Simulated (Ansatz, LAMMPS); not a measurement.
## Convergence of a linear-scaling basis for amorphous Si (81 atoms)

Wanted: errors and times of a linear-scaling basis for amorphous Si (81 atoms). A setting counts as converged where the r.m.s. difference of forces stays under 1 % of the r.m.s. force.

Program: Ansatz 0.2.0. Level of theory: Kohn-Sham DFT, PBE, PAW (set soft_2), plane waves. Results are calculated unless marked as measured.

**Experiments to compare with.** Si-Si coordination number quoted from the high-resolution X-ray diffraction study of Laaziri et al (as quoted in “Relationship between diffraction peak, network topology, and amorphous-forming ability in silicon and silica”, 2021, PMC8590056): number of Si about Si 3.9.

## 1. Starting point

The cell holds 81 atoms: 81 Si. Its edges and angles: a = 11.822 Å, b = 11.822 Å, c = 11.822 Å, α = 90.0°, β = 90.0°, γ = 90.0°. 81 atoms (81 Si) placed at random at 2.29 g/cm³, melted at 2500 K for 10 ps at fixed volume with the modified Tersoff potential (Kumagai, Izumi, Hara and Sakai, Comput. Mater. Sci. 39, 457 (2007)). Quenched from 2500 K to 700 K at 5 K/ps and fixed volume, annealed at 800 K for 50 ps, held 5 ps.

What the set-up can't give: The quench rate of 5 K/ps far exceeds what a furnace or splat quench reaches, so expect more defects and frozen-in strain than in a real sample. The network of bonds at the start is that of the classical potential that made the cell, and needn't be the one that DFT or experiment would give. Sampling is at Γ alone, for a cell whose shortest periodic width is 12 Å.

## 2. The classical run that made the cell

A classical potential makes the cell, at a small fraction of what the same run would cost in DFT.

This step: classical MD, modified Tersoff potential (Kumagai, Izumi, Hara and Sakai, Comput. Mater. Sci. 39, 457 (2007)) (LAMMPS 22 Jul 2025 - Update 4).

Input file in.lmp:

```
# melt-quench of Si81
units metal
atom_style atomic
boundary p p p
region box block 0 11.8225 0 11.8225 0 11.8225
create_box 1 box
mass 1 28.0850   # Si
create_atoms 1 random 81 673956 NULL overlap 1.97 maxtry 2000
pair_style tersoff/mod
pair_coeff * * Si.tersoff.mod Si
neigh_modify delay 0 every 1 check yes
thermo_style custom step time temp pe press density
thermo_modify norm yes
timestep 0.001
thermo 100
min_style cg
minimize 1e-4 1e-4 200 2000
reset_timestep 0
velocity all create 2500 673957 mom yes dist gaussian
fix lim all nve/limit 0.05
fix lan all langevin 2500 2500 0.1 673958 zero yes
thermo 500
run 1000 post no
unfix lim
unfix lan
thermo 1666
fix md all nvt temp 2500 2500 0.1
run 10000 post no
unfix md
thermo 36000
fix md all nvt temp 2500 700 0.1
run 360000 post no
unfix md
thermo 2500
# [... 8 lines left out ...]
fix md all nvt temp 800 700 0.1
run 10000 post no
unfix md
thermo 2500
fix md all nvt temp 700 700 0.1
run 5000 post no
unfix md
write_dump all custom glass.dump id type xs ys zs modify sort id
```

Command:

```console
$ lmp -in in.lmp -log none -nocite
```

Numbers of over 12 decimals in the logs are rounded to 6 here.

What it wrote:

```text
LAMMPS (22 Jul 2025 - Update 4)
Created orthogonal box = (0 0 0) to (11.8225 11.8225 11.8225)
Created 81 atoms
   Step          Time           Temp          PotEng         Press         Density
         0   0              0             -2.8457591      118379.81      2.2860227
       100   0.1            0             -4.2247614     -9013.0125      2.2860227
       102   0.102          0             -4.2256185     -9197.4041      2.2860227
Loop time of 0.0495421 s on 1 MPI rank(s) for 102 steps with 81 atoms
Minimization stats:
  Stopping criterion = energy tolerance
  Energy initial, next-to-last, final =
     -2.84575913219284  -4.22531213732309  -4.22561850223607
  Force two-norm initial, final = 64.212288 0.72117087
  Iterations, force evaluations = 102 158
   Step          Time           Temp          PotEng         Press         Density
         0   0              2500          -4.2256185      7512.9543      2.2860227
       500   0.5            2514.2987     -3.8266048     -14839.028      2.2860227
      1000   1              2823.9004     -3.8798286     -2393.8088      2.2860227
Loop time of 0.385058 s on 1 MPI rank(s) for 1000 steps with 81 atoms
   Step          Time           Temp          PotEng         Press         Density
      1000   1              2823.9004     -3.8798286     -2393.8088      2.2860227
[... 1 lines left out ...]
      3332   3.332          2517.823      -3.8517168     -33919.709      2.2860227
      4998   4.998          2345.6418     -3.8046229     -21894.327      2.2860227
      6664   6.664          2144.4329     -3.7567746     -31319.471      2.2860227
      8330   8.33           2391.2122     -3.8283648     -19353.579      2.2860227
[... 2 lines left out ...]
Loop time of 4.28309 s on 1 MPI rank(s) for 10000 steps with 81 atoms
   Step          Time           Temp          PotEng         Press         Density
[... 12 lines left out ...]
Loop time of 111.272 s on 1 MPI rank(s) for 360000 steps with 81 atoms
   Step          Time           Temp          PotEng         Press         Density
[... 4 lines left out ...]
Loop time of 0.941898 s on 1 MPI rank(s) for 5000 steps with 81 atoms
   Step          Time           Temp          PotEng         Press         Density
[... 8 lines left out ...]
Loop time of 9.54105 s on 1 MPI rank(s) for 50000 steps with 81 atoms
   Step          Time           Temp          PotEng         Press         Density
[... 4 lines left out ...]
Loop time of 1.90879 s on 1 MPI rank(s) for 10000 steps with 81 atoms
   Step          Time           Temp          PotEng         Press         Density
    436000   436            717.41958     -4.315371      -7043.8674      2.2860227
    437500   437.5          665.69991     -4.3177291     -1628.2782      2.2860227
    440000   440            747.96918     -4.3145578      1722.57        2.2860227
    441000   441            767.86518     -4.3200549     -6756.7095      2.2860227
Loop time of 0.938122 s on 1 MPI rank(s) for 5000 steps with 81 atoms
```

It took 2.2 min on 1 thread of Arm Neoverse V2, shared host; peak memory 0.069 GiB.

## 3. Plane-wave single point

The first run fixes the reference, at a cutoff of 420 eV.

Input file input.yaml:

```yaml
crystal:
  lattice:
    - [11.8225, 0.0, 0.0]
    - [0.0, 11.8225, 0.0]
    - [0.0, 0.0, 11.8225]
  atoms:
    - { symbol: Si, position: [0.83195, 0.95923, 0.7536] }
    - { symbol: Si, position: [0.0988, 0.81819, 0.68915] }
    - { symbol: Si, position: [0.06889, 0.91444, 0.51954] }
    - { symbol: Si, position: [0.71234, 0.53687, 0.2533] }
    - { symbol: Si, position: [0.86282, 0.64617, 0.52739] }
    - { symbol: Si, position: [0.12735, 0.25737, 0.21576] }
    - { symbol: Si, position: [0.0392, 0.31481, 0.53143] }
    - { symbol: Si, position: [0.27126, 0.75926, 0.44642] }
    - { symbol: Si, position: [0.3381, 0.67209, 0.81629] }
    - { symbol: Si, position: [0.73643, 0.1963, 0.91999] }
    - { symbol: Si, position: [0.56786, 0.97802, 0.28039] }
    - { symbol: Si, position: [0.24199, 0.66839, 0.63063] }
    - { symbol: Si, position: [0.47474, 0.96087, 0.10296] }
    - { symbol: Si, position: [0.12168, 0.32478, 0.88812] }
    - { symbol: Si, position: [0.72274, 0.47245, 0.07057] }
    - { symbol: Si, position: [0.86208, 0.29862, 0.44528] }
    - { symbol: Si, position: [0.24717, 0.06125, 0.67452] }
    - { symbol: Si, position: [0.54959, 0.44288, 0.33442] }
    - { symbol: Si, position: [0.76849, 0.00494, 0.27369] }
    - { symbol: Si, position: [0.38138, 0.52294, 0.27878] }
    - { symbol: Si, position: [0.47764, 0.49631, 0.79217] }
    - { symbol: Si, position: [0.03707, 0.5329, 0.12516] }
    - { symbol: Si, position: [0.04865, 0.8665, 0.03247] }
    - { symbol: Si, position: [0.80963, 0.27105, 0.74899] }
    - { symbol: Si, position: [0.04615, 0.5711, 0.32158] }
    - { symbol: Si, position: [0.95331, 0.81604, 0.83417] }
    - { symbol: Si, position: [0.21686, 0.47427, 0.38096] }
    - { symbol: Si, position: [0.90949, 0.41056, 0.05127] }
    - { symbol: Si, position: [0.61126, 0.3061, 0.03531] }
    - { symbol: Si, position: [0.36208, 0.20882, 0.72498] }
    - { symbol: Si, position: [0.56482, 0.81001, 0.37391] }
    - { symbol: Si, position: [0.8795, 0.75862, 0.36244] }
    - { symbol: Si, position: [0.01159, 0.61259, 0.66319] }
    - { symbol: Si, position: [0.88821, 0.11361, 0.02443] }
    - { symbol: Si, position: [0.09539, 0.78291, 0.35854] }
    - { symbol: Si, position: [0.3044, 0.11587, 0.37414] }
    - { symbol: Si, position: [0.45706, 0.38513, 0.95125] }
    - { symbol: Si, position: [0.5935, 0.88476, 0.96292] }
    - { symbol: Si, position: [0.63513, 0.61887, 0.78363] }
    - { symbol: Si, position: [0.66274, 0.02785, 0.84755] }
    - { symbol: Si, position: [0.71353, 0.73474, 0.25916] }
    - { symbol: Si, position: [0.88219, 0.49594, 0.3846] }
    - { symbol: Si, position: [0.2073, 0.0708, 0.21187] }
    - { symbol: Si, position: [0.6206, 0.11488, 0.55546] }
    - { symbol: Si, position: [0.16513, 0.87797, 0.19975] }
    - { symbol: Si, position: [0.19445, 0.28327, 0.39688] }
    - { symbol: Si, position: [0.31597, 0.09344, 0.04832] }
    - { symbol: Si, position: [0.50704, 0.08049, 0.72247] }
    - { symbol: Si, position: [0.67744, 0.62077, 0.58427] }
    - { symbol: Si, position: [0.52019, 0.77064, 0.80327] }
    - { symbol: Si, position: [0.73484, 0.7842, 0.073] }
    - { symbol: Si, position: [0.0824, 0.43522, 0.68102] }
    - { symbol: Si, position: [0.44248, 0.9012, 0.65084] }
    - { symbol: Si, position: [0.06481, 0.11927, 0.5946] }
    - { symbol: Si, position: [0.08845, 0.67175, 0.99107] }
    - { symbol: Si, position: [0.25789, 0.48186, 0.58221] }
    - { symbol: Si, position: [0.40629, 0.71302, 0.30326] }
    - { symbol: Si, position: [0.72787, 0.28991, 0.5814] }
    - { symbol: Si, position: [0.93848, 0.12889, 0.7428] }
    - { symbol: Si, position: [0.34287, 0.80757, 0.14048] }
    - { symbol: Si, position: [0.93181, 0.40641, 0.84101] }
    - { symbol: Si, position: [0.04851, 0.13483, 0.90359] }
    - { symbol: Si, position: [0.7392, 0.94551, 0.5823] }
    - { symbol: Si, position: [0.76067, 0.19947, 0.27325] }
    - { symbol: Si, position: [0.27732, 0.88, 0.78303] }
    - { symbol: Si, position: [0.33185, 0.49381, 0.08156] }
    - { symbol: Si, position: [0.60285, 0.80348, 0.56858] }
    - { symbol: Si, position: [0.57499, 0.26839, 0.23817] }
    - { symbol: Si, position: [0.17644, 0.38949, 0.07515] }
    - { symbol: Si, position: [0.74076, 0.62821, 0.94714] }
    - { symbol: Si, position: [0.5916, 0.43866, 0.53277] }
    - { symbol: Si, position: [0.29832, 0.95323, 0.50469] }
    - { symbol: Si, position: [0.42752, 0.37633, 0.6378] }
    - { symbol: Si, position: [0.93273, 0.60344, 0.86384] }
    - { symbol: Si, position: [0.87438, 0.93422, 0.11228] }
    - { symbol: Si, position: [0.31417, 0.24972, 0.91707] }
    - { symbol: Si, position: [0.93297, 0.23576, 0.16725] }
    - { symbol: Si, position: [0.8778, 0.94261, 0.43953] }
    - { symbol: Si, position: [0.28091, 0.673, 0.00686] }
    - { symbol: Si, position: [0.50755, 0.12857, 0.4006] }
    - { symbol: Si, position: [0.18331, 0.99012, 0.93564] }
kpoints:
  mp_grid: { grid: [1, 1, 1] }
hamiltonian:
  xc: pbe
scf:
  occupations: { method: fermi_dirac, width: 0.05 }
output:
  forces: true
  stress: true
  populations: true
  dos:
    method: { smearing: { sigma: 0.15 } }
    de: 0.1
    projected: { site_lists: { Si: [Si] } }
  eigenvalues: true
  write_density: true
  write_potential: true
  volumetric_format: npy
```

Command:

```console
$ ansatz run input.yaml --threads 4 --pin off --max-ram 8192MiB --backend cpu --events-out ev --progress --plain --runs-dir out
```

What it wrote:

```text
Engine: ansatz 0.2.0, aarch64-unknown-linux-gnu
Pseudopotentials: kind: paw
Pseudopotential: Si, paw, valence charge 4, recommended cutoff 420 eV (normal), Si.paw.azcp
[... 5 lines on functional and potentials left out ...]
Crystal: 81 atoms, lattice volume = 1652.449 Å³
Basis set: ecut = 420 eV, 32423 PW (Γ), exchange–correlation on 160×160×160 points (8 copies of the dense FFT grid, shifted against one another)
Bands: 243, of which v1, the nominal top of the filled ones, is band 162 counted from 1 (161 counted from 0)
Symmetry: 1 space group operations
Space group: P1 (ITA 1), of the structure as read, at distance tolerance 1.2e-4 Å
k-points: 1
[... 3 lines on functional and potentials left out ...]
Initial density: superposition of atomic densities (neutral atoms: chi_scale 0, normalization atom), corrected by the library's trained network
Initial wavefunctions: pseudopotential atomic-orbital guess
Functional: x = pbe(κ = 0.804, μ = 0.219515), c = pbe(β = 0.066725)
SCF iter   1: F=—  HF=-51476.009710 eV  |F-HF|=—  |Δ(HF+E_count)|=         —  Δρ=3.84e-3  dr2=7.55e-1  ethr=1.77e-3  ⟨swp⟩=6.0  Hψ=1132  notcnv=0  defer=39
preconditioner: auto → Resta (q_TF=auto, 2.080 Å⁻¹)  ε∞=5.8  [insulator: Δε(μ)=0.186 eV  Ē_g=7.489 eV  σ=0.050 eV  W_gap=0.72  n_scr=250 (ndim 8)  ℏωp=16.4 eV  f_vac=0.001  D(μ)=12.78/eV (n_scr^D=32)  ε∞_Penn≈5.8]
SCF iter   2: F=—  HF=-51475.920364 eV  |F-HF|=—  |Δ(HF+E_count)|=   8.93e-2  Δρ=2.03e-3  dr2=1.50e-1  ethr=2.33e-4  ⟨swp⟩=1.0  Hψ=280  notcnv=0  defer=50
SCF iter   3: F=—  HF=-51475.908761 eV  |F-HF|=—  |Δ(HF+E_count)|=   1.16e-2  Δρ=1.01e-3  dr2=2.42e-2  ethr=4.63e-5  ⟨swp⟩=3.0  Hψ=293  notcnv=0  defer=50
SCF iter   4: F=—  HF=-51475.910686 eV  |F-HF|=—  |Δ(HF+E_count)|=   1.92e-3  Δρ=2.12e-4  dr2=1.99e-3  ethr=7.47e-6  ⟨swp⟩=3.0  Hψ=380  notcnv=0  defer=50
SCF iter   5: F=—  HF=-51475.911645 eV  |F-HF|=—  |Δ(HF+E_count)|=   9.59e-4  Δρ=7.16e-5  dr2=3.22e-4  ethr=6.13e-7  ⟨swp⟩=2.0  Hψ=280  notcnv=0  defer=50
SCF iter   6: F=—  HF=-51475.911876 eV  |F-HF|=—  |Δ(HF+E_count)|=   2.31e-4  Δρ=2.67e-5  dr2=5.03e-5  ethr=9.95e-8  ⟨swp⟩=2.0  Hψ=281  notcnv=0  defer=50
SCF iter   7: F=—  HF=-51475.912246 eV  |F-HF|=—  |Δ(HF+E_count)|=   3.69e-4  Δρ=9.12e-6  dr2=3.94e-6  ethr=1.55e-8  ⟨swp⟩=2.0  Hψ=403  notcnv=0  defer=55
SCF iter   8: F=—  HF=-51475.912250 eV  |F-HF|=—  |Δ(HF+E_count)|=   4.45e-6  Δρ=2.72e-6  dr2=4.23e-7  ethr=1.22e-9  ⟨swp⟩=2.0  Hψ=348  notcnv=0  defer=55
SCF iter   9: F=-51475.912251 eV  HF=-51475.912251 eV  |F-HF|=1.14e-8  |Δ(HF+E_count)|=   4.88e-7  Δρ=1.03e-6  dr2=6.63e-8  ethr=3.09e-11  ⟨swp⟩=20.0  Hψ=2378  notcnv=0
SCF 1 converged in 9 iterations: F = -51475.912251 eV  dr2 = 6.63e-8
  greatest PAW one-centre occupation: 0.682 electrons in one spin orbital (limit 2), on the Si atom at site 25 (counted from 0), in its partial waves of l = 0
SCF converged after 9 iterations
Free energy (F): -51475.912251 eV
Harris-Foulkes:  -51475.912251 eV  (|F-HF|=1.14e-8)
Internal energy: -51475.772801 eV  (E = F + TS)
E sigma→0 (E₀):  -51475.842526 eV
Entropy (-TS):   -0.139449 eV (-1.722 meV/atom)
Fermi energy:    6.022421 eV
--- Per-component energies (eV) ---
  E_band       = 344.086196
  E_kinetic    = 3235.358866
  E_local      = -2612.741105  (includes V_loc(G=0)·N_el)
  E_nonlocal   = 2094.922350
  E_hartree    = 792.162369
  E_xc         = -4458.145689
  E_vxc        = -3769.301143  (∫ρ·V_xc dr)
  E_paw        = -41522.317302  (= ΣΔE_a)
  E_vpaw       = -188.478365  (= ΣTr[D̂ρ^β])
  E_aug_tail   = 0.000515  (compensation charges beyond the density's cutoff)
  E_ewald      = -9005.012805
  E_smearing   = -0.139449  (= −TS)
  E_closure    = -0.000000  (closes the sum)
  Σ components = -51475.912251   (vs F -51475.912251, Δ=0.00e0)
--- Forces (eV/Å), atoms counted from 1 ---
  atom   1  Si    -0.42583814     0.44118737     0.31435103
  atom   2  Si    -0.03749082    -0.22173491     0.27937790
  atom   3  Si     0.06765686     1.31231939    -0.68273552
  atom   4  Si     0.06193274    -0.19001205     1.35310952
  atom   5  Si     0.46904353    -1.04445873    -0.64279078
  atom   6  Si    -0.87781364    -0.94393659    -0.28028299
  atom   7  Si     0.53777591    -1.85296630    -0.90047051
  atom   8  Si     0.43142997     0.35142861     0.26492261
  atom   9  Si     1.40294574    -0.36696227    -0.03682151
  atom  10  Si    -0.51214726    -0.31437831     0.44377221
  atom  11  Si    -0.05089889     0.45043346     0.13417181
  atom  12  Si     0.06970088     0.83032565     0.25973949
  atom  13  Si    -1.00828407    -0.04834677    -0.60967946
  atom  14  Si     0.25158430    -0.39484388     0.68243562
[...]
atom  80  Si    -0.55703061     0.38820340    -2.65195818
  atom  81  Si     0.13247956    -0.26548334    -0.16880983
  max |Σ_I F_I| component: 1.80e-5 eV/Å
--- Stress (GPa, compression-positive) ---
       -0.061670       0.189596      -0.775738
        0.189596       1.053668       0.096917
       -0.775738       0.096917       0.019296
  P = ⅓ Tr σ = 0.3371 GPa (3.371 kbar)
--- Band table (eV) ---
  k-point 0: bands = ["-6.0850", "-5.4171", "-5.2792", "-5.2383", [... 227 levels ...], "9.8200", "9.8420", "9.8818", "9.9220", "10.0047", "10.0246", "10.0321", "10.0990", "10.2163", "10.2319", "10.2695", "10.3151"]
--- Löwdin populations: 81 sites ---
  site symbol       q [e]
     0     Si      4.0120
     1     Si      3.9493
     2     Si      3.9591
[...]
80     Si      3.9380
  spilling = 0.011922 (of n_electrons = 324.000000)
```

The job ended after 14 s (4 threads of Arm Neoverse V2, shared host; peak memory 1.5 GiB).

The run gave:

- free energy: -51475.9123 eV
- free energy per atom: -635.5051 eV/atom
- SCF cycles: 9
- pressure: 0.3371 GPa
- r.m.s. force component: 0.7295 eV/Å
- longest force: 2.737 eV/Å
- Fermi energy: 6.022 eV
- levels partly filled by over 2 per cent: 4
- spilling of the projection: 0.01192

The r.m.s. force component of 0.73 eV/Å sets the scale for the differences below.

## 4. Support functions low

With localised support functions most steps grow linearly with size, though the diagonalisation grows faster unless the density matrix is cut; this run measures error and cost at this size.

This step: Kohn-Sham DFT, PBE, PAW (set soft_2), localised support functions (low) (Ansatz 0.2.0).

input.yaml, the sections that differ from step 3:

```yaml
scf:
  occupations: { method: fermi_dirac, width: 0.05 }
  eigensolver: { kind: { support_functions: { accuracy: low } } }
  max_iter: 150
output:
  forces: true
  eigenvalues: true
# crystal, kpoints, hamiltonian: as in step 3
```

What it wrote:

```text
Warning: scf.eigensolver.kind.support_functions: disabling space-group detection — the functions' gradient is summed over unrotated k-points, so no spatial operation reduces the k-mesh or symmetrises the density; time reversal is kept, so that k and −k are solved as one point where they differ and the mesh holds both, and exact exchange and, on two spinor components, a DFT+U term hold to it where the run has them: [...]
settings of this run that can trade accuracy for cost: scf.eigensolver.kind.support_functions; scf.eigensolver.kind.support_functions.accuracy: low [...]
[...]
Crystal: 81 atoms, lattice volume = 1652.449 Å³
Basis set: ecut = 420 eV, 32423 PW (Γ), exchange–correlation on 160×160×160 points (8 copies of the dense FFT grid, shifted against one another)
Bands: 195, of which v1, the nominal top of the filled ones, is band 162 counted from 1 (161 counted from 0)
Symmetry: 1 space group operations
k-points: 1
[...]
SCF iter   1: F=—  HF=-51459.596671 eV  |F-HF|=—  |Δ(HF+E_count)|=         —  Δρ=3.57e-2  dr2=2.56e1  ethr=1.00e-1
[...]
SCF iter   8: F=—  HF=-51475.913914 eV  |F-HF|=—  |Δ(HF+E_count)|=   3.84e-3  Δρ=4.09e-5  dr2=6.31e-5  ethr=1.45e-7  κ⁻¹=6.1e-6(r=6)
SCF iter   9: F=-51475.915947 eV  HF=-51475.915937 eV  |F-HF|=1.05e-5  |Δ(HF+E_count)|=   2.02e-3  Δρ=1.51e-5  dr2=1.09e-5  ethr=1.95e-8
SCF 1 converged in 9 iterations: F = -51475.935417 eV  dr2 = 1.09e-5
[...]
SCF converged after 9 iterations
Stability not checked: this state was not tested for a lower state beside it, because the mixer in use, unlike msr1, does not test its closes by its own steps (another_mixer; see scf.mixing.algorithm and scf.lower_state_search)
Free energy (F): -51475.935417 eV
[...]
Internal energy: -51475.796182 eV  (E = F + TS)
E sigma→0 (E₀):  -51475.865800 eV
Entropy (-TS):   -0.139235 eV (-1.719 meV/atom)
Fermi energy:    6.022581 eV
[...]
Σ components = -51475.935417   (vs F -51475.935417, Δ=0.00e0)
--- Forces (eV/Å), atoms counted from 1 ---
  atom   1  Si    -0.42581176     0.44116632     0.31461060
  atom   2  Si    -0.03738547    -0.22207232     0.27906618
  atom   3  Si     0.06754658     1.31235539    -0.68251663
  atom   4  Si     0.06194828    -0.19013644     1.35318321
[...]
atom  81  Si     0.13284144    -0.26549763    -0.16867776
  max |Σ_I F_I| component: 8.69e-4 eV/Å
--- Band table (eV) ---
[...]
```

Run time: 34 s. Hardware: 4 threads; peak memory 1.9 GiB; 2.2 min of CPU time.

The program notes that the band table was not solved further than the SCF left it and it switched symmetry off.

Keys that differ from the reference: support_functions.accuracy = "low" and scf.max_iter = 150.

Forces differ from the reference by 0.25 meV/Å r.m.s., 0.035 % of their size, well within a tolerance of 1 %; the energy by -0.29 meV/atom. It took 34 s and 9 cycles; the reference's time can't be set against it, since the two runs asked for unlike analyses.

[end of part 1 of 3]

[Logs are printed without paths, hosts, clocks, repeated set-up lines and the standing remarks that a program may print on its own settings, such as how far it seeks lower states.]

[Hosts, paths, dates, database ids (printed as entryN), source tags and the programs' standing remarks are cut or masked in the printed files.]
